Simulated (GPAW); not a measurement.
**STM contrast on Bi2Se3 quintuple layer monolayer**

Aim: Tersoff-Hamann images of Bi2Se3 quintuple layer monolayer at several biases.

Main program and level: GPAW 26.7.0; GPAW, PAW setups; layer in a repeated cell with vacuum, relaxation of atoms and in-plane cell, in the first sound run; inputs show where later runs differ.

### 1. Set-up

The cell holds 5 atoms: 3 Se and 2 Bi. Its edges and angles: a = 4.190 Å, b = 4.190 Å, c = 23.200 Å, α = 90.0°, β = 90.0°, γ = 120.0°. Vacuum lies along c.

### 2. Relaxation

Forces are removed first; all later runs use this geometry.

run.py reads:

```python
import json
import numpy as np
from ase import Atoms
from ase.filters import FrechetCellFilter
from ase.optimize import BFGS
from gpaw import GPAW, PW

slab = Atoms(
    ['Se', 'Bi', 'Se', 'Bi', 'Se'],
    positions=[
        [-0.00000, 2.41910, 8.00000],
        [2.09500, 1.20955, 9.65000],
        [0.00000, 0.00000, 11.60000],
        [-0.00000, 2.41910, 13.55000],
        [2.09500, 1.20955, 15.20000]],
    cell=[[4.19, 0.0, 0.0], [-2.095, 3.62865, 0.0], [0.0, 0.0, 23.2]],
    pbc=[True, True, True])

slab.calc = GPAW(mode=PW(600), xc='PBE', kpts={'size': (9, 9, 1), 'gamma': True},
                 occupations={'name': 'fermi-dirac', 'width': 0.05}, nbands='160%',
                 convergence={'density': 1e-05}, maxiter=200,
                 symmetry={'tolerance': 1e-3}, txt='slab.txt')
result = {}
# The in-plane cell is free; stress needs a cell that repeats along all three vectors
path = []
opt = BFGS(FrechetCellFilter(slab, mask=[1, 1, 0, 0, 0, 1]), maxstep=0.2)
opt.attach(lambda: path.append((slab.get_potential_energy(), slab.positions.tolist(), slab.get_forces().tolist())))
result['relaxed'] = bool(opt.run(fmax=0.02, steps=45))
result['path'] = path
result['cell'] = slab.cell.tolist()
print('in-plane lattice', slab.cell.cellpar().round(4)[[0, 1, 5]])
energy = slab.get_potential_energy()
fermi = slab.calc.get_fermi_level()
v = slab.calc.get_electrostatic_potential().mean((0, 1)) - fermi
n = slab.calc.get_pseudo_density().mean((0, 1))
L = slab.cell[2, 2]
z = np.arange(len(v)) * L / len(v)
low, high = slab.positions[:, 2].min(), slab.positions[:, 2].max()
below, above = np.interp([low - 5.8, high + 5.8], z, v)
slopes = [np.interp(x, z, np.gradient(v, z)) for x in (low - 5.8, high + 5.8)]
eps = np.array([[slab.calc.get_eigenvalues(k, s) for k in range(len(slab.calc.get_ibz_k_points()))]
                for s in range(slab.calc.get_number_of_spins())]) - fermi
top, bottom = eps[eps < 0].max(), eps[eps > 0].min()
dipole = slab.get_dipole_moment()[2]
print(f'energy {energy:.4f} eV, Fermi level {fermi:.4f} eV, dipole {dipole:.5f} e A')
print(f'potential 5.8 A off the faces, from the Fermi level: lower {below:.4f} eV, upper {above:.4f} eV')
print(f'slope of the potential there: lower {slopes[0]:.5f}, upper {slopes[1]:.5f} eV/A')
print(f'nearest levels on the mesh: {top:.4f} and {bottom:.4f} eV')
print('magnetic moment', round(slab.get_magnetic_moment(), 3))
result.update(energy=energy, fermi=fermi, dipole=dipole, below=below, above=above, slopes=slopes, edges=[top, bottom],
              z=z.tolist(), v=v.tolist(), n=n.tolist(), positions=slab.positions.tolist(),
              forces=slab.get_forces(apply_constraint=False).tolist(), moments=slab.get_magnetic_moments().tolist())
json.dump(result, open('result.json', 'w'))
```

On the command line:

```
OMP_NUM_THREADS=1 OPENBLAS_NUM_THREADS=1 python run.py
```

Log:

```text
Step          Energy          fmax
BFGS:    0      -21.694929        0.558476
BFGS:    1      -21.711628        0.459832
BFGS:    2      -21.741425        0.097375
BFGS:    3      -21.741752        0.074229
BFGS:    4      -21.742804        0.078968
BFGS:    5      -21.743807        0.077797
BFGS:    6      -21.744448        0.048395
BFGS:    7      -21.744653        0.045131
BFGS:    8      -21.744781        0.049428
BFGS:    9      -21.745033        0.050682
BFGS:   10      -21.745414        0.041413
BFGS:   11      -21.745899        0.035721
BFGS:   12      -21.746074        0.015414
in-plane lattice [  4.1826   4.1826 120.    ]
energy -21.7461 eV, Fermi level -0.9426 eV, dipole 0.00019 e A
potential 5.8 A off the faces, from the Fermi level: lower 5.4857 eV, upper 5.4857 eV
slope of the potential there: lower 0.00001, upper -0.00001 eV/A
nearest levels on the mesh: -0.4965 and 0.3563 eV
magnetic moment 0.0
```

It took 22 min on 1 thread of Intel Xeon Platinum 8259CL at 2.50GHz (Skylake/Cascade Lake), shared host; peak memory 0.59 GiB.

This step gave:

```
dipole along the normal                    : 1.93e-4 e·Å
levels nearest the Fermi level on the mesh : -0.4965, 0.3563 eV from the Fermi level
```

The electrostatic potential energy of an electron (without an applied field's), less the Fermi level, planar mean oscillates, so the rows of the table below give means over windows of 1.98 Å about each position, cut where the curve ends. Its maxima inside the range that stand out by 2 % of the span (Å: eV): 8.8: -3.99, 10.7: -0.393, 12.5: -0.393, 14.4: -3.99. Its minima: 8.1: -11.4, 9.6: -14.4, 11.6: -11.0, 13.6: -14.4, 15.1: -11.4.

Electrostatic potential energy of an electron (without an applied field's), less the Fermi level, planar mean against z; means over each step:

z (Å), electrostatic potential energy of an electron (without an applied field's), less the Fermi level, planar mean (eV) and a bar from the least value:
```
     0.99        5.5 ##############################
     2.97        5.5 ##############################
     4.95        5.5 ##############################
     6.93        2.3 #######################
     8.91       -9.1 
    10.89       -5.4 ########
    12.87       -6.5 #####
    14.85       -6.3 ######
    16.83        4.8 #############################
    18.81        5.5 ##############################
    20.79        5.5 ##############################
    22.77        5.5 ##############################
```

The pseudo valence density, planar mean oscillates, so the rows of the table below give means over windows of 1 Å about each position, cut where the curve ends. Its maxima inside the range that stand out by 2 % of the span (Å: e/Å³): 7.7: 0.248, 9.6: 0.974, 11.2: 0.276, 12.0: 0.276, 13.6: 0.974, 15.5: 0.248. Its minima: 8.1: 0.147, 10.7: 0.203, 11.7: 0.163, 12.5: 0.203, 15.1: 0.147.

Pseudo valence density, planar mean against z; means over each step:

| z (Å) | pseudo valence density, planar mean (e/Å³) |
| --- | --- |
| 4 | 1.5e-5 |
| 5 | 2.6e-4 |
| 6 | 0.00517 |
| 7 | 0.0848 |
| 8 | 0.220 |
| 9 | 0.446 |
| 10 | 0.580 |
| 11 | 0.231 |
| 12 | 0.223 |
| 13 | 0.441 |
| 14 | 0.565 |
| 15 | 0.237 |
| 16 | 0.126 |
| 17 | 0.00921 |
| 18 | 4.9e-4 |
| 19 | 2.7e-5 |

The relaxation lowered the energy of the cell by 0.0511 eV (energies extrapolated to zero smearing; the optimiser's log prints free energies). The largest force left on a free atom is 0.015 eV/Å.

### 3. The slab's potential

The work function is the vacuum plateau of the electrostatic potential less the Fermi level; a dipole layer lets the two faces have plateaus of their own.

This step: GPAW, PAW setups; slab in vacuum (GPAW 26.7.0).

The cell differs from the one that the last finished run ended in (c 23.200 → 23.031 Å).

run.py reads:

```python
import json
import numpy as np
from ase import Atoms
from ase.dft.stm import STM
from gpaw import GPAW, PW

slab = Atoms(
    ['Se', 'Bi', 'Se', 'Bi', 'Se'],
    positions=[
        [0.00000, 2.41480, 8.00000],
        [2.09128, 1.20740, 9.56124],
        [0.00000, 0.00000, 11.51539],
        [0.00000, 2.41480, 13.46953],
        [2.09128, 1.20740, 15.03077]],
    cell=[[4.18256, -0.0, 0.0], [-2.09128, 3.62221, 0.0], [0.0, 0.0, 23.0308]],
    pbc=[True, True, False])

slab.calc = GPAW(mode=PW(400), xc='PBE', kpts={'size': (9, 9, 1), 'gamma': True},
                 occupations={'name': 'fermi-dirac', 'width': 0.05}, nbands='160%',
                 convergence={'density': 1e-05}, maxiter=200,
                 poissonsolver={'dipolelayer': 'xy'},
                 symmetry={'tolerance': 1e-3}, txt='slab.txt')
result = {}
energy = slab.get_potential_energy()
fermi = slab.calc.get_fermi_level()
v = slab.calc.get_electrostatic_potential().mean((0, 1)) - fermi
n = slab.calc.get_pseudo_density().mean((0, 1))
L = slab.cell[2, 2]
z = np.arange(len(v)) * L / len(v)
low, high = slab.positions[:, 2].min(), slab.positions[:, 2].max()
below, above = np.interp([low - 5.8, high + 5.8], z, v)
slopes = [np.interp(x, z, np.gradient(v, z)) for x in (low - 5.8, high + 5.8)]
eps = np.array([[slab.calc.get_eigenvalues(k, s) for k in range(len(slab.calc.get_ibz_k_points()))]
                for s in range(slab.calc.get_number_of_spins())]) - fermi
top, bottom = eps[eps < 0].max(), eps[eps > 0].min()
dipole = slab.get_dipole_moment()[2]
print(f'energy {energy:.4f} eV, Fermi level {fermi:.4f} eV, dipole {dipole:.5f} e A')
print(f'potential 5.8 A off the faces, from the Fermi level: lower {below:.4f} eV, upper {above:.4f} eV')
print(f'slope of the potential there: lower {slopes[0]:.5f}, upper {slopes[1]:.5f} eV/A')
print(f'nearest levels on the mesh: {top:.4f} and {bottom:.4f} eV')
print('magnetic moment', round(slab.get_magnetic_moment(), 3))
result.update(energy=energy, fermi=fermi, dipole=dipole, below=below, above=above, slopes=slopes, edges=[top, bottom],
              z=z.tolist(), v=v.tolist(), n=n.tolist(), positions=slab.positions.tolist(),
              forces=slab.get_forces(apply_constraint=False).tolist(), moments=slab.get_magnetic_moments().tolist())

# Images need the states of the whole zone, up to time reversal
slab.calc = slab.calc.fixed_density(symmetry={'point_group': False}, txt='states.txt', nbands='280%',
                                    convergence={'bands': 'CBM+2.3'})
stm = STM(slab)
result['stm'] = []
for bias in [-1.5, 2.0]:
    height = high + 3.0
    current = stm.get_averaged_current(bias, height)
    x, y, h = stm.scan(bias, current)
    i, f = divmod(height / L * stm.ldos.shape[2], 1)
    I = abs((1 - f) * stm.ldos[:, :, int(i)] + f * stm.ldos[:, :, int(i) + 1])
    print(f'bias {bias} V: mean current at 3.0 A {current:.4e}, corrugation {np.ptp(h):.4f} A')
    result['stm'].append(dict(bias=bias, current=current, h=(h - high).tolist(), I=I.tolist()))
json.dump(result, open('result.json', 'w'))
```

Log:

```text
energy -21.6304 eV, Fermi level -0.9093 eV, dipole -0.00040 e A
potential 5.8 A off the faces, from the Fermi level: lower 5.4835 eV, upper 5.4898 eV
slope of the potential there: lower -0.00000, upper 0.00000 eV/A
nearest levels on the mesh: -0.4979 and 0.3577 eV
magnetic moment 0.0
bias -1.5 V: mean current at 3.0 A 6.4460e-05, corrugation 0.6352 A
bias 2.0 V: mean current at 3.0 A 9.7849e-05, corrugation 0.4672 A
```

Wall time 4.5 min (1 thread); peak memory 0.66 GiB.

This step gave:

| Property | Result |
| --- | --- |
| dipole along the normal | -4.04e-4 e·Å |
| levels nearest the Fermi level on the mesh | -0.4979, 0.3577 eV from the Fermi level |
| upper work function | 5.490 eV |
| lower work function | 5.483 eV |
| corrugation -1.5 | 0.6352 Å |
| corrugation 2 | 0.4672 Å |
| upper ionisation energy | 5.988 eV |

Table of electrostatic potential energy of an electron (without an applied field's), less the Fermi level, planar mean by z:

| z (Å) | electrostatic potential energy of an electron (without an applied field's), less the Fermi level, planar mean (eV) |
| --- | --- |
| 0.0 | 5.49 |
| 0.5 | 5.48 |
| 1.0 | 5.48 |
| 1.5 | 5.48 |
| 2.0 | 5.48 |
| 2.5 | 5.48 |
| 3.0 | 5.48 |
| 3.5 | 5.48 |
| 4.0 | 5.48 |
| 4.5 | 5.48 |
| 5.0 | 5.48 |
| 5.5 | 5.46 |
| 6.0 | 5.39 |
| 6.5 | 5.07 |
| 7.0 | 3.66 |
| 7.5 | -1.93 |
| 8.0 | -11.4 |
| 8.5 | -5.06 |
| 9.0 | -6.55 |
| 9.5 | -14.3 |
| 10.0 | -8.02 |
| 10.5 | -0.880 |
| 11.0 | -2.83 |
| 11.5 | -10.9 |
| 12.0 | -3.32 |
| 12.5 | -0.709 |
| 13.0 | -7.38 |
| 13.5 | -14.3 |
| 14.0 | -7.03 |
| 14.5 | -4.70 |
| 15.0 | -11.3 |
| 15.5 | -2.54 |
| 16.0 | 3.51 |
| 16.5 | 5.03 |
| 17.0 | 5.39 |
| 17.5 | 5.47 |
| 18.0 | 5.48 |
| 18.5 | 5.49 |
| 19.0 | 5.49 |
| 19.5 | 5.49 |
| 20.0 | 5.49 |
| 20.5 | 5.49 |
| 21.0 | 5.49 |
| 21.5 | 5.49 |
| 22.0 | 5.49 |
| 22.5 | 5.49 |

The pseudo valence density, planar mean oscillates, so the rows of the table below give means over windows of 1 Å about each position, cut where the curve ends. Its maxima inside the range that stand out by 2 % of the span (Å: e/Å³): 7.7: 0.245, 9.6: 0.968, 11.1: 0.276, 11.9: 0.276, 13.4: 0.968, 15.4: 0.245. Its minima: 7.9: 0.165, 10.7: 0.207, 11.5: 0.147, 12.4: 0.207, 15.1: 0.165.

Pseudo valence density, planar mean against z; means over each step:

```
z (Å)  pseudo valence density, planar mean (e/Å³)
    4                                      1.9e-5
    5                                      3.5e-4
    6                                     0.00695
    7                                       0.101
    8                                       0.228
    9                                       0.497
   10                                       0.520
   11                                       0.227
   12                                       0.226
   13                                       0.499
   14                                       0.516
   15                                       0.230
   16                                       0.108
   17                                     0.00758
   18                                      3.8e-4
   19                                      2.1e-5
```

Tip height over the top atom over a1 and a2. Sample bias -1.5 V, constant current at the mean current 3.0 Å over the top atom.

Values in Å, 12 rows by 16 columns, each cell a mean:
```
2.67 2.70 2.75 2.80 2.86 2.90 2.93 2.94 2.94 2.92 2.89 2.84 2.79 2.74 2.69 2.67
2.76 2.77 2.77 2.78 2.80 2.81 2.82 2.83 2.82 2.81 2.80 2.79 2.78 2.77 2.77 2.76
2.86 2.83 2.80 2.77 2.74 2.73 2.72 2.73 2.75 2.77 2.80 2.83 2.86 2.88 2.89 2.88
2.96 2.90 2.83 2.77 2.70 2.67 2.67 2.72 2.79 2.86 2.92 2.97 3.01 3.03 3.02 3.00
3.01 2.93 2.85 2.77 2.70 2.69 2.74 2.81 2.91 2.99 3.05 3.09 3.12 3.12 3.10 3.07
3.03 2.95 2.85 2.77 2.73 2.76 2.84 2.93 3.03 3.10 3.15 3.19 3.20 3.19 3.16 3.10
3.02 2.92 2.83 2.77 2.79 2.86 2.96 3.05 3.13 3.20 3.24 3.25 3.25 3.23 3.18 3.11
2.97 2.87 2.80 2.78 2.84 2.94 3.04 3.12 3.20 3.24 3.26 3.27 3.25 3.22 3.15 3.08
2.89 2.81 2.77 2.80 2.89 3.00 3.08 3.16 3.22 3.25 3.26 3.26 3.22 3.17 3.10 3.01
2.79 2.74 2.75 2.82 2.93 3.03 3.10 3.16 3.21 3.23 3.22 3.20 3.14 3.08 3.00 2.90
2.69 2.68 2.74 2.82 2.93 3.02 3.08 3.12 3.15 3.16 3.14 3.10 3.04 2.96 2.87 2.78
2.64 2.67 2.74 2.82 2.91 2.98 3.03 3.06 3.07 3.06 3.03 2.99 2.91 2.83 2.75 2.68
```
Columns: a1 from 0 to 0.95; rows upwards: a2 from 0 to 0.95.

Local density of states summed over the bias window over a1 and a2. Sample bias -1.5 V, constant height 3.0 Å over the top atom.

Ten even steps from '0' (0.29 × 1e-4 arbitrary) to '9' (1.52 × 1e-4 arbitrary):
```
00000112222221100000
00000111111111000000
00000001111000000000
10000000000000001111
11100000000001111111
21100000000011222222
22110000001122334433
32110000011234455544
32110000112345666654
32110001123467777764
32100001234678888764
32100012346789998764
21100112457899998754
21000123467899987643
10000123567899876532
10001124567888765421
00001124567777654211
00001123456665432110
00001123444444321100
00001122333332211000
```
Columns: a1 from 0 to 0.95; rows upwards: a2 from 0 to 0.95.

Tip height over the top atom over a1 and a2. Sample bias 2 V, constant current at the mean current 3.0 Å over the top atom.

Values in Å, 12 rows by 16 columns, each cell a mean:
```
2.87 2.87 2.88 2.90 2.92 2.93 2.94 2.95 2.95 2.94 2.93 2.91 2.90 2.88 2.87 2.87
2.89 2.89 2.88 2.87 2.86 2.86 2.85 2.85 2.86 2.86 2.87 2.88 2.89 2.90 2.90 2.90
2.94 2.91 2.88 2.84 2.81 2.79 2.78 2.79 2.81 2.84 2.87 2.91 2.94 2.96 2.96 2.96
2.98 2.93 2.87 2.82 2.77 2.75 2.76 2.79 2.84 2.90 2.95 3.00 3.03 3.04 3.04 3.02
3.01 2.94 2.87 2.81 2.77 2.76 2.79 2.84 2.92 2.99 3.04 3.07 3.09 3.09 3.08 3.06
3.02 2.95 2.87 2.82 2.80 2.82 2.86 2.93 3.02 3.07 3.11 3.14 3.15 3.14 3.12 3.08
3.01 2.94 2.88 2.84 2.85 2.90 2.96 3.03 3.10 3.15 3.18 3.20 3.19 3.17 3.13 3.08
2.99 2.93 2.88 2.87 2.90 2.97 3.03 3.09 3.15 3.19 3.21 3.21 3.20 3.16 3.11 3.06
2.96 2.90 2.88 2.90 2.96 3.02 3.07 3.12 3.17 3.20 3.21 3.20 3.17 3.13 3.08 3.03
2.91 2.88 2.89 2.92 2.99 3.04 3.08 3.12 3.16 3.17 3.17 3.15 3.11 3.07 3.02 2.97
2.87 2.87 2.89 2.93 2.99 3.03 3.06 3.09 3.11 3.11 3.10 3.08 3.04 3.00 2.96 2.91
2.86 2.86 2.89 2.92 2.97 3.00 3.03 3.04 3.05 3.04 3.03 3.01 2.97 2.93 2.89 2.87
```
Columns: a1 from 0 to 0.95; rows upwards: a2 from 0 to 0.95.

Local density of states summed over the bias window over a1 and a2. Sample bias 2 V, constant height 3.0 Å over the top atom.

Values in units of 1e-4 arbitrary, 12 rows by 16 columns, each cell a mean:
```
0.8 0.8 0.8 0.8 0.8 0.9 0.9 0.9 0.9 0.9 0.9 0.8 0.8 0.8 0.8 0.8
0.8 0.8 0.8 0.8 0.8 0.7 0.7 0.7 0.7 0.8 0.8 0.8 0.8 0.8 0.8 0.8
0.9 0.8 0.8 0.7 0.7 0.7 0.7 0.7 0.7 0.7 0.8 0.8 0.9 0.9 0.9 0.9
0.9 0.9 0.8 0.7 0.6 0.6 0.6 0.7 0.7 0.8 0.9 1.0 1.0 1.1 1.1 1.0
1.0 0.9 0.8 0.7 0.6 0.6 0.7 0.7 0.8 1.0 1.1 1.2 1.2 1.2 1.2 1.1
1.0 0.9 0.8 0.7 0.7 0.7 0.8 0.9 1.0 1.2 1.3 1.4 1.4 1.4 1.3 1.2
1.0 0.9 0.8 0.7 0.7 0.8 0.9 1.1 1.2 1.4 1.5 1.6 1.5 1.5 1.3 1.2
1.0 0.8 0.8 0.8 0.8 0.9 1.1 1.2 1.4 1.5 1.6 1.6 1.6 1.4 1.3 1.1
0.9 0.8 0.8 0.8 0.9 1.0 1.2 1.3 1.5 1.6 1.6 1.6 1.5 1.3 1.2 1.0
0.8 0.8 0.8 0.8 1.0 1.1 1.2 1.3 1.4 1.5 1.5 1.4 1.3 1.2 1.0 0.9
0.8 0.8 0.8 0.9 1.0 1.1 1.1 1.2 1.3 1.3 1.3 1.2 1.1 1.0 0.9 0.8
0.8 0.8 0.8 0.8 0.9 1.0 1.0 1.1 1.1 1.1 1.1 1.0 0.9 0.9 0.8 0.8
```
Columns: a1 from 0 to 0.95; rows upwards: a2 from 0 to 0.95.

The layer is gapped, so the Fermi level lies somewhere inside the gap, set by smearing and numerics, and these work functions are no property of the material; the band edges below the vacuum level are. The potential is flat to 2.9e-6 eV/Å where it is read, so the vacuum is wide enough.

### 4. A changed run

One more run, with changed settings.

run.py: that of step 3 with these lines changed.

```diff
@@ -3,4 +3,4 @@
 from ase import Atoms
-from ase.dft.stm import STM
 from gpaw import GPAW, PW
+from gpaw.external import ConstantElectricField
 
@@ -19,4 +19,5 @@
                  occupations={'name': 'fermi-dirac', 'width': 0.05}, nbands='160%',
-                 convergence={'density': 1e-05}, maxiter=200,
+                 convergence={'density': 1e-05}, maxiter=50,
                  poissonsolver={'dipolelayer': 'xy'},
+                 external=ConstantElectricField(3.0, [0, 0, 1]),
                  symmetry={'tolerance': 1e-3}, txt='slab.txt')
@@ -44,16 +45,2 @@
               forces=slab.get_forces(apply_constraint=False).tolist(), moments=slab.get_magnetic_moments().tolist())
-
-# Images need the states of the whole zone, up to time reversal
-slab.calc = slab.calc.fixed_density(symmetry={'point_group': False}, txt='states.txt', nbands='280%',
-                                    convergence={'bands': 'CBM+2.3'})
-stm = STM(slab)
-result['stm'] = []
-for bias in [-1.5, 2.0]:
-    height = high + 3.0
-    current = stm.get_averaged_current(bias, height)
-    x, y, h = stm.scan(bias, current)
-    i, f = divmod(height / L * stm.ldos.shape[2], 1)
-    I = abs((1 - f) * stm.ldos[:, :, int(i)] + f * stm.ldos[:, :, int(i) + 1])
-    print(f'bias {bias} V: mean current at 3.0 A {current:.4e}, corrugation {np.ptp(h):.4f} A')
-    result['stm'].append(dict(bias=bias, current=current, h=(h - high).tolist(), I=I.tolist()))
 json.dump(result, open('result.json', 'w'))
```

Log:

```text
energy -25.9238 eV, Fermi level -3.7686 eV, dipole 3.27681 e A
potential 5.8 A off the faces, from the Fermi level: lower 30.1663 eV, upper -7.0808 eV
slope of the potential there: lower -1.88358, upper 0.03866 eV/A
nearest levels on the mesh: -0.0092 and 0.0829 eV
magnetic moment 0.0
```

It took 4.4 min on 1 thread; peak memory 0.45 GiB.

The run finished. A setting was moved off its sound value on purpose, so it serves as a test and not as the result.

The fault put into the input: a field far too strong (field = 3.0).

Side by side:

| quantity | this run | sound run | difference |
| --- | --- | --- | --- |
| dipole along the normal (e·Å) | 3.2768 | -4.037e-4 | 3.28 |

The two runs differ clearly in the dipole along the normal: 3.28 e·Å against -4.0e-4 e·Å.

### 5. Summary of results

```json
{"work function, upper and lower face (Fermi level placed in the gap by the smearing)": "5.490 and 5.483 eV", "ionisation energy from the upper face (highest filled level on the mesh)": "5.99 eV", "electron affinity from the upper face (lowest empty Kohn-Sham level on the mesh)": "5.13 eV", "dipole along the normal": "-4.0e-4 e Å", "corrugation at -1.5 V": "0.635 Å", "corrugation at 2 V": "0.467 Å"}
```

In words: The corrugation at constant current is largest at -1.5 V, where the tip height varies by 0.64 Å over the cell. Negative sample bias images filled states, positive bias empty ones. The levels nearest the Fermi level on the mesh lie 0.856 eV apart, so the slab is gapped there: the smearing puts the Fermi level inside the gap, and from either face the ionisation energy is the work function plus 0.50 eV. Both are Kohn-Sham levels on the mesh, and semilocal gaps are too small, so the affinity tends to come out too large and the ionisation energy too small. The images are of Tersoff-Hamann type: an s-wave tip, no tip-sample forces, heights closer than in a microscope. With elements this heavy, spin-orbit coupling can move band edges by tenths of an eV. Biases count from a Fermi level whose place in the gap is arbitrary, so only their reach past the band edges has a meaning. The small printed dipole stands for a step of 4.8 meV from the lower to the upper face, and the probes find 6.3 meV; values this small are near the numerical noise of both. The layer's cell and atoms come from the relaxation; spin-orbit coupling and temperature are left out.

[Logs are printed without paths, hosts, clocks, repeated set-up lines and the standing remarks that a program may print on its own settings, such as how far it seeks lower states.]

[Hosts, paths, dates, database ids (printed as entryN), source tags and the programs' standing remarks are cut or masked in the printed files.]
